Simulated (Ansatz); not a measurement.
# Work function of Mg(0001): what the settings cost and change

Aim: the work function of Mg(0001) against thickness and vacuum, with the cost.

Main program and level: Ansatz 0.2.0; plane-wave DFT, PBE, Ansatz PAW.

### Step 1. The system as given

The cell holds 1 atom: 1 Mg. Cell: a = 3.210 Å, b = 3.210 Å, c = 18.000 Å, α = 90.0°, β = 90.0°, γ = 60.0°. Vacuum lies along c.

### Step 2. Slab, setting 1 layer

A work function rests on the faint tail of the density, so the SCF threshold is tight. The slab grows from one layer, at fixed mesh and 18 Å of vacuum; then the vacuum is varied on one slab.

File input.yaml:

```yaml
crystal:
  lattice:
    - [3.21, 0.0, 0.0]
    - [1.605, 2.7799415461, 0.0]
    - [0.0, 0.0, 18.0]
  atoms:
    - { symbol: Mg, position: [0.6666666667, 0.6666666667, 0.5] }
kpoints:
  mp_grid: { grid: [15, 15, 1] }
hamiltonian:
  xc: pbe
scf:
  occupations: { method: fermi_dirac, width: 0.1 }
  convergence: { dr2_threshold: 1.0e-09 }
efield:
  axis: 3
  dipole_correction: true
  ramp_position: 0.97
  ramp_width: 0.06
output:
  write_potential: true
  write_density: true
  volumetric_format: npy
  elf: true
```

Started as:

```bash
$ ansatz run input.yaml --threads 2 --pin off --max-ram 3072MiB --backend cpu --events-out ev --progress --plain --runs-dir out
```

The log of the run:

```text
Engine: ansatz 0.2.0, x86_64-unknown-linux-gnu
Pseudopotentials: kind: paw
Pseudopotential: Mg, paw, valence charge 10, recommended cutoff 420 eV (normal), Mg.paw.azcp
Functional definition: PBE
  parameter kappa = 0.804
  parameter beta = 0.066725
  exchange = pbe_x(kappa = kappa, mu = beta*pi^2/3)
  correlation = pbe_c(beta = beta)
Crystal: 1 atoms, lattice volume = 160.625 Å³
Basis set: ecut = 420 eV, 3169 PW (Γ)
Bands: 9, of which v1, the nominal top of the filled ones, is band 5 counted from 1 (4 counted from 0)
Symmetry: 12 space group operations
k-points: 27 of 225
Non-local potential: Mg, projectors of the file, l = 0: 3, l = 1: 2, l = 2: 1
PAW form: soft (Blöchl's): semilocal exchange-correlation on the pseudo side does not see the compensation charge
PAW one-centre angular grid: Mg, 110 points (default); XC on 64 Gauss nodes
Initial density: superposition of atomic densities (neutral atoms: chi_scale 0, normalization atom), corrected by the library's trained network
Initial wavefunctions: pseudopotential atomic-orbital guess
Functional: x = pbe(κ = 0.804, μ = 0.219515), c = pbe(β = 0.066725)
SCF iter   1: F=—  HF=-1923.187986 eV  |F-HF|=—  |Δ(HF+E_count)|=         —  Δρ=8.35e-4  dr2=3.10e-3  ethr=1.77e-3  p=0.000 e·Å  D=3.48e-15 V/Å  ΔV_dip=-0.00 eV  dr2_dipole=2.73e-11  V_vac-E_F(+/−)=3.39/3.39 eV  ⟨swp⟩=6.1  Hψ=1855  notcnv=0
efield: sawtooth ramp at fractional position 0.9700 (set: `efield.ramp_position`, or a place that a band, a saddle search or an elastic batch's reference lends), width 0.0600; the density the first Hamiltonian is built on has a dipole p = 0.000 e·Å; the dipole correction subtracts the counter field D = 3.48e-15 V/Å, which shifts the + side's vacuum level by -0.00 eV against the − side's; the planar-averaged density in the ramp window peaks in size at 7.8e-6 e/Å³
preconditioner: auto → LDOS  [insulator: Δε(μ)=0.249 eV  Ē_g=5.925 eV  σ=0.100 eV  W_gap=0.55  n_scr=8 (ndim 8)  ℏωp=4.1 eV  f_vac=0.710  D(μ)=0.55/eV (n_scr^D=4)  ε∞_Penn≈1.5  β→1.0]
SCF iter   2: F=—  HF=-1923.188766 eV  |F-HF|=—  |Δ(HF+E_count)|=   7.80e-4  Δρ=2.82e-4  dr2=8.11e-5  ethr=3.10e-5  p=-0.000 e·Å  D=-1.13e-6 V/Å  ΔV_dip=0.00 eV  dr2_dipole=1.80e-11  V_vac-E_F(+/−)=3.43/3.43 eV  ⟨swp⟩=2.0  Hψ=641  notcnv=0
SCF iter   3: F=—  HF=-1923.188839 eV  |F-HF|=—  |Δ(HF+E_count)|=   7.29e-5  Δρ=1.42e-4  dr2=1.47e-5  ethr=8.11e-7  p=-0.000 e·Å  D=-3.89e-7 V/Å  ΔV_dip=0.00 eV  dr2_dipole=1.76e-16  V_vac-E_F(+/−)=3.44/3.44 eV  ⟨swp⟩=2.0  Hψ=404  notcnv=0
SCF iter   4: F=—  HF=-1923.188828 eV  |F-HF|=—  |Δ(HF+E_count)|=   1.11e-5  Δρ=1.88e-5  dr2=1.52e-6  ethr=1.47e-7  p=-0.000 e·Å  D=-3.17e-7 V/Å  ΔV_dip=0.00 eV  dr2_dipole=1.66e-13  V_vac-E_F(+/−)=3.44/3.44 eV  ⟨swp⟩=2.0  Hψ=379  notcnv=0
SCF iter   5: F=—  HF=-1923.188817 eV  |F-HF|=—  |Δ(HF+E_count)|=   1.06e-5  Δρ=3.53e-6  dr2=5.26e-8  ethr=1.52e-8  p=-0.000 e·Å  D=-1.32e-7 V/Å  ΔV_dip=0.00 eV  dr2_dipole=7.52e-14  V_vac-E_F(+/−)=3.44/3.44 eV  ⟨swp⟩=2.0  Hψ=282  notcnv=0
SCF iter   6: F=-1923.188817 eV  HF=-1923.188817 eV  |F-HF|=1.48e-9  |Δ(HF+E_count)|=   7.38e-8  Δρ=4.82e-7  dr2=6.86e-10  ethr=1.00e-11  p=-0.000 e·Å  D=-1.93e-8 V/Å  ΔV_dip=0.00 eV  dr2_dipole=2.76e-15  V_vac-E_F(+/−)=3.45/3.45 eV  ⟨swp⟩=3.3  Hψ=1092  notcnv=0
SCF 1 converged in 6 iterations: F = -1923.188817 eV  dr2 = 6.86e-10
  greatest PAW one-centre occupation: 1.000 electrons in one spin orbital (limit 2), on the Mg atom at site 0 (counted from 0), in its partial waves of l = 0
WARN: The output density's exchange-correlation potential varies sharply where the density is thin. Do not read a vacuum level from v_tot or v_xc, or from such a field of the output density. On a cell that repeats whose density bears no net charge and no dipole along the vacuum's axis use v_es (v_loc + v_h of the components); under efield.dipole_correction with no amplitude use v_es + v_field, which holds any externa [...]
SCF converged after 6 iterations
Free energy (F): -1923.188817 eV
Harris-Foulkes:  -1923.188817 eV  (|F-HF|=1.48e-9)
Internal energy: -1923.168620 eV  (E = F + TS)
E sigma→0 (E₀):  -1923.178719 eV
Entropy (-TS):   -0.020197 eV (-20.197 meV/atom)
Fermi energy:    -2.025638 eV
Dipole field:    D = -0.000000 V/Å  (p = -0.000000 e·Å, saw-weighted, corrected)
Work function:   Φ+ = 3.4453 eV   Φ− = 3.4453 eV
Levels:          The Fermi level and band energies are counted from a zero that moves with the ramp; work functions are not
--- Per-component energies (eV) ---
  E_band       = -437.260522
  E_kinetic    = 73.424187
  E_local      = -4154.057117  (includes V_loc(G=0)·N_el)
  E_nonlocal   = 96.004584
  E_hartree    = 1805.773578
  E_xc         = -27.127913
  E_vxc        = -34.927530  (∫ρ·V_xc dr)
  E_paw        = -292.977905  (= ΣΔE_a)
  E_vpaw       = -29.252615  (= ΣTr[D̂ρ^β])
  E_aug_tail   = -0.000003  (compensation charges beyond the density's cutoff)
  E_efield     = 0.000000  (sawtooth field / dipole correction)
  E_vefield    = 0.000000  (∫n·V_field dr)
  E_ewald      = 575.791970
  E_smearing   = -0.020197  (= −TS)
  E_closure    = 0.000000  (closes the sum)
  Σ components = -1923.188817   (vs F -1923.188817, Δ=0.00e0)
--- Band table (eV; the first three rows and the last of 27) ---
  k-point 0: bands = ["-78.5276", "-45.3389", "-45.2440", "-45.2440", "-6.8531", "-2.4427", "0.5010", "1.4140", "1.6433"]
  k-point 1: bands = ["-78.5275", "-45.3388", "-45.2450", "-45.2443", "-6.7662", "-2.3597", "0.5867", "1.4998", "1.7293"]
  k-point 2: bands = ["-78.5273", "-45.3385", "-45.2477", "-45.2450", "-6.5062", "-2.1105", "0.8431", "1.7575", "1.9867"]
  k-point 26: bands = ["-78.5257", "-45.3361", "-45.2594", "-45.2594", "-0.8953", "-0.8953", "0.2793", "3.3202", "4.0586"]
```

Elapsed: 2.9 s, on 2 threads of Intel Xeon 6975P-C (Granite Rapids), shared host; peak memory 0.42 GiB.

Reading the cycles: dr2 is the Hartree energy of the density residual (eV), the measure of convergence; HF is the Harris–Foulkes estimate of the energy, which meets the free energy F at convergence.

This step gave:

- energy at zero smearing: -1923.1787 eV
- work function, upper face: 3.445 eV

Running mean over 2.60652 Å of the planar mean; the ramp of the sawtooth is left out. Table of electron's electrostatic potential energy less the Fermi level by z:

```csv
z (Å),electron's electrostatic potential energy less the Fermi level (eV)
3.0,3.44
3.5,3.44
4.0,3.44
4.5,3.44
5.0,3.42
5.5,3.39
6.0,3.28
6.5,3.00
7.0,2.27
7.5,0.416
8.0,-2.31
8.5,-3.79
9.0,-4.16
9.5,-3.79
10.0,-2.31
10.5,0.416
11.0,2.27
11.5,3.00
12.0,3.28
12.5,3.39
13.0,3.42
13.5,3.44
14.0,3.44
14.5,3.44
15.0,3.44
```

ELF in the ca plane at fractional y = 0.667, with atoms of Mg within 0.2 Å of it. It is the smooth field of the valence electrons, not physical close to the nuclei.

Ten even steps from '0' (0.00) to '9' (0.77), each cell a mean:
```
00000000000000001244112124320000000000000000
00000000000000001231154302310000000000000000
00000000000000001231243502310000000000000000
00000000000000001231144303310000000000000000
00000000000000001244211135320000000000000000
00000000000000001357766776421000000000000000
00000000000000001357999986421000000000000000
00000000000000001357754676421000000000000000
```
Columns run along c (18.0 Å), rows up along a (3.2 Å). Atoms in or near the plane, at fractional coordinates: Mg at (0.50, 0.67).

Valence density in the ca plane at fractional y = 0.667, with atoms of Mg within 0.2 Å of it. It is the smooth field of the valence electrons, not physical close to the nuclei.

Ten steps, logarithmic in the rise over the least value, from '0' (0 e/Å³) to '9' (23 e/Å³), each cell a mean:
```
00000000000000000000022100000000000000000000
00000000000000000000278400000000000000000000
00000000000000000000389600000000000000000000
00000000000000000000167400000000000000000000
00000000000000000000012100000000000000000000
00000000000000000000000000000000000000000000
00000000000000000000000000000000000000000000
00000000000000000000000000000000000000000000
```
Columns run along c (18.0 Å), rows up along a (3.2 Å). Atoms in or near the plane, at fractional coordinates: Mg at (0.50, 0.67).

Electrostatic potential energy in the ca plane at fractional y = 0.667, with atoms of Mg within 0.2 Å of it. With pseudopotentials it is smooth inside the atoms' cores, unlike the true potential.

Ten even steps from '0' (-19 eV) to '9' (1 eV), each cell a mean:
```
99999999999999999997521478999999999999999999
99999999999999999986200047999999999999999999
99999999999999999986100037999999999999999999
99999999999999999986200058999999999999999999
99999999999999999998632478999999999999999999
99999999999999999999877789999999999999999999
99999999999999999999888899999999999999999999
99999999999999999999877789999999999999999999
```
Columns run along c (18.0 Å; values clipped at the 3rd and 97th percentile), rows up along a (3.2 Å). Atoms in or near the plane, at fractional coordinates: Mg at (0.50, 0.67).

The work function is 3.445 eV.

### Step 3. Run, 2 atoms

System of this step: Mg(0001). The cell holds 2 atoms: 2 Mg. Cell: a = 3.210 Å, b = 3.210 Å, c = 20.607 Å, α = 90.0°, β = 90.0°, γ = 60.0°. Vacuum lies along c.

input.yaml, the sections that differ from step 2:

```yaml
crystal:
  lattice:
    - [3.21, 0.0, 0.0]
    - [1.605, 2.7799415461, 0.0]
    - [0.0, 0.0, 20.60652]
  atoms:
    - { symbol: Mg, position: [0.6666666667, 0.6666666667, 0.4367549688] }
    - { symbol: Mg, position: [0.0, 0.0, 0.5632450312] }
output:
  write_potential: true
  write_density: true
  volumetric_format: npy
# kpoints, hamiltonian, scf, efield: as in step 2
```

The log of the run:

```text
[...]
Crystal: 2 atoms, lattice volume = 183.885 Å³
Basis set: ecut = 420 eV, 3633 PW (Γ)
Bands: 14, of which v1, the nominal top of the filled ones, is band 10 counted from 1 (9 counted from 0)
Symmetry: 6 space group operations
k-points: 27 of 225 (time reversal used)
[...]
k-point 0: bands = [... 6 lower, -44.2452, -44.2452, -7.3476, -4.9472, -1.9535, 0.9389, 2.0408, 2.9188]
  k-point 1: bands = [... 6 lower, -44.2462, -44.2454, -7.2610, -4.8611, -1.8718, 1.0225, 2.1265, 3.0031]
  k-point 2: bands = [... 6 lower, -44.2485, -44.2460, -7.0017, -4.6034, -1.6267, 1.2717, 2.3834, 3.2543]
  k-point 26: bands = [... 6 lower, -44.2614, -44.2597, -1.1759, -1.1013, -1.1013, 0.9471, 1.7719, 1.7719]
[key lines of the parts left out:]
SCF converged after 7 iterations
Free energy (F): -3846.983097 eV
Fermi energy:    -1.285679 eV
Dipole field:    D = -0.000000 V/Å  (p = -0.000000 e·Å, saw-weighted, corrected)
Work function:   Φ+ = 3.7259 eV   Φ− = 3.7259 eV
```

The job ended after 5.6 s (2 threads; peak memory 0.48 GiB).

The work function is 3.726 eV, +0.281 eV from the run “1 layer”, at 1.9 times its CPU time.

### Step 4. Run, 3 atoms

System of this step: Mg(0001). The cell holds 3 atoms: 3 Mg. Its edges and angles: a = 3.210 Å, b = 3.210 Å, c = 23.213 Å, α = 90.0°, β = 90.0°, γ = 60.0°. Vacuum lies along c.

input.yaml, the sections that differ from step 3:

```yaml
crystal:
  lattice:
    - [3.21, 0.0, 0.0]
    - [1.605, 2.7799415461, 0.0]
    - [0.0, 0.0, 23.21304]
  atoms:
    - { symbol: Mg, position: [0.0, 0.0, 0.387713113] }
    - { symbol: Mg, position: [0.6666666667, 0.6666666667, 0.5] }
    - { symbol: Mg, position: [0.0, 0.0, 0.612286887] }
# kpoints, hamiltonian, scf, efield, output: as in step 3
```

The log of the run:

```text
[...]
Crystal: 3 atoms, lattice volume = 207.144 Å³
Basis set: ecut = 420 eV, 4097 PW (Γ)
Bands: 19, of which v1, the nominal top of the filled ones, is band 15 counted from 1 (14 counted from 0)
Symmetry: 6 space group operations
k-points: 27 of 225 (time reversal used)
[...]
k-point 0: bands = [... 11 lower, -43.2555, -6.9578, -5.6804, -3.6277, -1.4016, 1.1344, 2.6151, 3.0840]
  k-point 1: bands = [... 11 lower, -43.2557, -6.8711, -5.5944, -3.5422, -1.3206, 1.2166, 2.6995, 3.1694]
  k-point 2: bands = [... 11 lower, -43.2564, -6.6114, -5.3369, -3.2863, -1.0773, 1.4616, 2.9519, 3.4250]
  k-point 26: bands = [... 11 lower, -43.2712, -0.7907, -0.7305, -0.5977, 0.1066, 0.4096, 1.3451, 2.2500]
[key lines of the parts left out:]
SCF converged after 7 iterations
Free energy (F): -5770.790352 eV
Fermi energy:    -0.580123 eV
Dipole field:    D = -0.000000 V/Å  (p = -0.000000 e·Å, saw-weighted, corrected)
Work function:   Φ+ = 3.7773 eV   Φ− = 3.7773 eV
```

It took 7.2 s on 2 threads; peak memory 0.48 GiB; 11 s of CPU time.

The work function is 3.777 eV, +0.051 eV from the run “2 layers”, at 1.4 times its CPU time.

### Step 5. Slab, 4 atoms

System of this step: Mg(0001). The cell holds 4 atoms: 4 Mg. Its edges and angles: a = 3.210 Å, b = 3.210 Å, c = 25.820 Å, α = 90.0°, β = 90.0°, γ = 60.0°. Vacuum lies along c.

input.yaml, the sections that differ from step 4:

```yaml
crystal:
  lattice:
    - [3.21, 0.0, 0.0]
    - [1.605, 2.7799415461, 0.0]
    - [0.0, 0.0, 25.81956]
  atoms:
    - { symbol: Mg, position: [0.6666666667, 0.6666666667, 0.3485729424] }
    - { symbol: Mg, position: [0.0, 0.0, 0.4495243141] }
    - { symbol: Mg, position: [0.6666666667, 0.6666666667, 0.5504756859] }
    - { symbol: Mg, position: [0.0, 0.0, 0.6514270576] }
# kpoints, hamiltonian, scf, efield, output: as in step 4
```

The log of the run:

```text
[...]
Crystal: 4 atoms, lattice volume = 230.404 Å³
Basis set: ecut = 420 eV, 4575 PW (Γ)
Bands: 24, of which v1, the nominal top of the filled ones, is band 20 counted from 1 (19 counted from 0)
Symmetry: 6 space group operations
k-points: 27 of 225 (time reversal used)
[...]
k-point 0: bands = [... 16 lower, -6.5147, -5.7336, -4.4400, -2.6891, -0.9332, 1.2574, 2.8443, 3.6960]
  k-point 1: bands = [... 16 lower, -6.4279, -5.6473, -4.3545, -2.6040, -0.8525, 1.3390, 2.9274, 3.7802]
  k-point 2: bands = [... 16 lower, -6.1679, -5.3890, -4.0985, -2.3495, -0.6102, 1.5821, 3.1752, 4.0322]
  k-point 26: bands = [... 16 lower, -0.2666, -0.2582, -0.2582, 0.4179, 0.4179, 0.4328, 1.6062, 2.2057]
[key lines of the parts left out:]
SCF converged after 7 iterations
Free energy (F): -7694.625055 eV
Fermi energy:    0.044926 eV
Dipole field:    D = 0.000000 V/Å  (p = 0.000000 e·Å, saw-weighted, corrected)
Work function:   Φ+ = 3.7643 eV   Φ− = 3.7643 eV
```

The job ended after 9.4 s (2 threads; peak memory 0.52 GiB; 13 s of CPU time).

The work function is 3.764 eV, -0.013 eV from the run “3 layers”, at 1.2 times its CPU time.

### Step 6. Run, 5 atoms

System of this step: Mg(0001). The cell holds 5 atoms: 5 Mg. Cell: a = 3.210 Å, b = 3.210 Å, c = 28.426 Å, α = 90.0°, β = 90.0°, γ = 60.0°. Vacuum lies along c.

input.yaml, the sections that differ from step 5:

```yaml
crystal:
  lattice:
    - [3.21, 0.0, 0.0]
    - [1.605, 2.7799415461, 0.0]
    - [0.0, 0.0, 28.42608]
  atoms:
    - { symbol: Mg, position: [0.0, 0.0, 0.3166106618] }
    - { symbol: Mg, position: [0.6666666667, 0.6666666667, 0.4083053309] }
    - { symbol: Mg, position: [0.0, 0.0, 0.5] }
    - { symbol: Mg, position: [0.6666666667, 0.6666666667, 0.5916946691] }
    - { symbol: Mg, position: [0.0, 0.0, 0.6833893382] }
# kpoints, hamiltonian, scf, efield, output: as in step 5
```

The log of the run:

```text
[...]
Crystal: 5 atoms, lattice volume = 253.663 Å³
Basis set: ecut = 420 eV, 5039 PW (Γ)
Bands: 30, of which v1, the nominal top of the filled ones, is band 25 counted from 1 (24 counted from 0)
Symmetry: 6 space group operations
k-points: 27 of 225 (time reversal used)
[...]
k-point 1: bands = [... 21 lower, -5.4867, -4.6018, -3.3957, -1.8786, -0.4458, 1.4590, 3.0299, 3.9466, ... 1 higher]
  k-point 2: bands = [... 21 lower, -5.2278, -4.3448, -3.1410, -1.6251, -0.2042, 1.7014, 3.2727, 4.1987, ... 1 higher]
  k-point 26: bands = [... 21 lower, 0.1554, 0.1881, 0.5103, 0.6314, 0.7596, 1.0873, 1.4358, 2.3138, ... 1 higher]
[key lines of the parts left out:]
SCF converged after 8 iterations
Free energy (F): -9618.431642 eV
Fermi energy:    0.549122 eV
Dipole field:    D = -0.000001 V/Å  (p = -0.000002 e·Å, saw-weighted, corrected)
Work function:   Φ+ = 3.7557 eV   Φ− = 3.7556 eV
```

Wall time 14 s (2 threads); peak memory 0.53 GiB; 24 s of CPU time.

The work function is 3.756 eV, -0.009 eV from the run “4 layers”, at 1.8 times its CPU time.

### Step 7. Slab, 6 atoms

System of this step: Mg(0001). The cell holds 6 atoms: 6 Mg. Cell: a = 3.210 Å, b = 3.210 Å, c = 31.033 Å, α = 90.0°, β = 90.0°, γ = 60.0°. Vacuum lies along c.

input.yaml, the sections that differ from step 6:

```yaml
crystal:
  lattice:
    - [3.21, 0.0, 0.0]
    - [1.605, 2.7799415461, 0.0]
    - [0.0, 0.0, 31.0326]
  atoms:
    - { symbol: Mg, position: [0.6666666667, 0.6666666667, 0.2900175944] }
    - { symbol: Mg, position: [0.0, 0.0, 0.3740105566] }
    - { symbol: Mg, position: [0.6666666667, 0.6666666667, 0.4580035189] }
    - { symbol: Mg, position: [0.0, 0.0, 0.5419964811] }
    - { symbol: Mg, position: [0.6666666667, 0.6666666667, 0.6259894434] }
    - { symbol: Mg, position: [0.0, 0.0, 0.7099824056] }
# kpoints, hamiltonian, scf, efield, output: as in step 6
```

The log of the run:

```text
[...]
Crystal: 6 atoms, lattice volume = 276.923 Å³
Basis set: ecut = 420 eV, 5479 PW (Γ)
Bands: 36, of which v1, the nominal top of the filled ones, is band 30 counted from 1 (29 counted from 0)
Symmetry: 6 space group operations
k-points: 27 of 225 (time reversal used)
[...]
k-point 1: bands = [... 26 lower, -4.6214, -3.7435, -2.6338, -1.2970, -0.0942, 1.5828, 3.0464, 4.1439, ... 2 higher]
  k-point 2: bands = [... 26 lower, -4.3635, -3.4876, -2.3800, -1.0443, 0.1471, 1.8251, 3.2871, 4.3901, ... 2 higher]
  k-point 26: bands = [... 26 lower, 0.5411, 0.8656, 0.8656, 0.8842, 1.3807, 1.3807, 1.4594, 2.2637, ... 2 higher]
[key lines of the parts left out:]
SCF converged after 8 iterations
Free energy (F): -11542.246464 eV
Fermi energy:    0.994089 eV
Dipole field:    D = 0.000000 V/Å  (p = 0.000000 e·Å, saw-weighted, corrected)
Work function:   Φ+ = 3.7165 eV   Φ− = 3.7165 eV
```

The job ended after 17 s (2 threads; peak memory 0.64 GiB).

The work function is 3.716 eV, -0.039 eV from the run “5 layers”, at 1.2 times its CPU time.

(Part 1 of 2 ends here.)

[Long decimals in the printed logs are rounded to 6 places.]

[Logs are printed without paths, hosts, clocks, repeated set-up lines and the standing remarks that a program may print on its own settings, such as how far it seeks lower states.]

[Hosts, paths, dates, database ids (printed as entryN), source tags and the programs' standing remarks are cut or masked in the printed files.]

[Maps of the electrostatic potential energy from Ansatz leave out the sawtooth potential of an applied field or a dipole correction, so their vacuum need not be flat; planar profiles and work functions include it.]
